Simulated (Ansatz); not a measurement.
# WSO (2H monolayer (Janus)): the G0W0 gap against the k mesh

How dense a mesh does GW need for WSO (2H monolayer (Janus)), and how does the time grow?

Calculated with Ansatz 0.2.0; G0W0 on PBE, plane waves, PAW; PAW set soft_1.

The raw output is cut from this account; settings, times and results stay.

**1. The starting structure**

The cell holds 3 atoms: 1 W, 1 O and 1 S. Cell: a = 3.005 Å, b = 3.005 Å, c = 28.800 Å, α = 90.0°, β = 90.0°, γ = 120.0°. Vacuum lies along c.

The structure was relaxed with PBE. The runs that relaxed it are not among those shown. The Coulomb interaction is cut off across the vacuum.

**2. The 3×3×1 mesh**

G0W0 replaces the xc potential by the self-energy, built once from these orbitals. Only a window of levels is corrected, while the sums run over the empty bands that the input names. This step takes PAW set soft_1 files.

The input, input.yaml:

```yaml
crystal:
  lattice:
    - [3.0054232082, 0.0, 0.0]
    - [-1.5027116041, 2.6027728474, 0.0]
    - [0.0, 0.0, 28.8]
  atoms:
    - { symbol: W, position: [0.3333333333, 0.6666666667, 0.5081420806] }
    - { symbol: O, position: [0.6666666667, 0.3333333333, 0.5486219072] }
    - { symbol: S, position: [0.6666666667, 0.3333333333, 0.4513780928] }
  periodic: [true, true, false]
kpoints:
  mp_grid: { grid: [3, 3, 1] }
hamiltonian:
  xc: pbe
  pseudopotentials: { kind: paw, azcp: { folder: soft_1 } }
scf:
  occupations: { method: fixed }
gw:
  n_empty_bands: 202
  ecut_chi: 54.0
  qp_bands: [v2, c2]
  qp_kpoints: band_edges
  screening: { model: contour_deformation }
```

Command:

```
ansatz run input.yaml --threads 4 --pin off --max-ram 17510MiB --backend cpu --events-out ev --progress --plain --runs-dir out
```

Wall time 5.2 s (4 threads of Intel Xeon 6975P-C (Granite Rapids), shared host); peak memory 1.2 GiB; 18 s of CPU time.

Numbers from this step:

```yaml
bands_summed: 215
plane_waves_in_the_screening_matrix: 197
q_points_in_the_mesh: 9
g0w0_gap_on_the_mesh: 2.293 eV
k_of_the_valence_top: 0, 0, 0
k_of_the_conduction_bottom: 0.3333, 0.3333, 0
starting_gap_on_the_mesh: 1.564 eV
z_at_the_valence_top: 0.7270
z_at_the_conduction_bottom: 0.7263
least_direct_g0w0_gap_on_the_computed_points: 3.215 eV
```

The gap on the mesh goes from 1.56 eV to 2.29 eV, a correction of +0.73 eV. Between the two edge states, bare exchange in place of the xc potential would open the gap by 6.72 eV, and correlation takes back 5.99 eV.

**3. The 6×6×1 mesh**

Only the mesh changes. It samples the long-range screening, which converges on its own terms.

input.yaml, as its differences from that of step 2:

```diff
@@ -11,3 +11,3 @@
 kpoints:
-  mp_grid: { grid: [3, 3, 1] }
+  mp_grid: { grid: [6, 6, 1] }
 hamiltonian:
```

Wall time 19 s (4 threads); peak memory 1.5 GiB; 68 s of CPU time.

Numbers from this step:

| Property | Result |
| --- | --- |
| bands summed | 215 |
| plane waves in the screening matrix | 197 |
| q-points in the mesh | 36 |
| G0W0 gap on the mesh | 2.436 eV |
| k of the valence top | 0, 0, 0 |
| k of the conduction bottom | 0.3333, 0.3333, 0 |
| starting gap on the mesh | 1.553 eV |
| Z at the valence top | 0.7402 |
| Z at the conduction bottom | 0.7453 |
| least direct G0W0 gap on the computed points | 3.375 eV |

Against the run with 3×3×1 mesh, 202 empty bands, screening to 54 eV, PAW set soft_1 files, the gap moves by +0.14 eV.

**4. The 9×9×1 mesh**

input.yaml, as its differences from that of step 3:

```diff
@@ -11,3 +11,3 @@
 kpoints:
-  mp_grid: { grid: [6, 6, 1] }
+  mp_grid: { grid: [9, 9, 1] }
 hamiltonian:
```

Wall time 59 s (4 threads); peak memory 1.5 GiB; 3.5 min of CPU time.

Read from the output:

```
bands summed                                 : 215
plane waves in the screening matrix          : 197
G0W0 gap on the mesh                         : 2.438 eV
k of the valence top                         : 0, 0, 0
k of the conduction bottom                   : 0.3333, 0.3333, 0
starting gap on the mesh                     : 1.553 eV
least direct G0W0 gap on the computed points : 3.363 eV
```

Against the run with 6×6×1 mesh, 202 empty bands, screening to 54 eV, PAW set soft_1 files, the gap moves by +0.002 eV.

**5. The meshes together**

Times are wall times on 4 threads of Intel Xeon 6975P-C (Granite Rapids), shared host, good to a factor of about two.

| mesh | points | irreducible | start (eV) | G0W0 (eV) | shift (eV) | mean of 1 + 4πα/V (set by the cell height) | time |
| --- | --- | --- | --- | --- | --- | --- | --- |
| 3×3×1 | 9 | 3 | 1.564 | 2.293 | +0.729 | 2.78 | 5.2 s |
| 6×6×1 | 36 | 7 | 1.553 | 2.436 | +0.883 | 2.55 | 19 s |
| 9×9×1 | 81 | 12 | 1.553 | 2.438 | +0.886 | 2.55 | 59 s |

**6. Results**

| Item | Value |
| --- | --- |
| 3×3×1 | 2.293 eV (shift +0.729) |
| 6×6×1 | 2.436 eV (shift +0.883) |
| 9×9×1 | 2.438 eV (shift +0.886) |
| settings | PBE start, 202 empty bands, 54 eV |

The shift is +0.73 eV on 3×3×1 and +0.89 eV on 9×9×1; the last step moves it by +0.003 eV. The mean of 1 + 4πα/V (set by the cell height) ranges from 2.55 to 2.78 and ends at 2.55. From 9 to 81 points the time grows 11-fold. Bands and cutoff are modest here, so the values stand short of the basis limit. The many-body steps are scalar-relativistic: spin-orbit coupling is not in them.

[Long decimals in the printed logs are rounded to 6 places.]

[Logs are printed without paths, hosts, clocks, repeated set-up lines and the standing remarks that a program may print on its own settings, such as how far it seeks lower states.]

[Paths, hosts, dates, memory and timing lines, banners, echoed tables and standing remarks are left out of the program output; an Ansatz launch command may be rebuilt from the run's recorded settings. Measured values are a selection of at most five: reports struck by readers or far from the other reports are left out. None is set beside runs whose start may be inverted or whose files or cutoffs have a known fault.]

[Runs of the session that timed out or met a known fault of the program may be left out.]

[Cells called generated may have been cut or substituted from an entry of the Crystallography Open Database or the Materials Project.]

[Hosts, paths, dates, database ids (printed as entryN), source tags and the programs' standing remarks are cut or masked in the printed files.]

[Where the starting crystal was built by hand or by swapping elements, it need not be the compound's stable phase.]
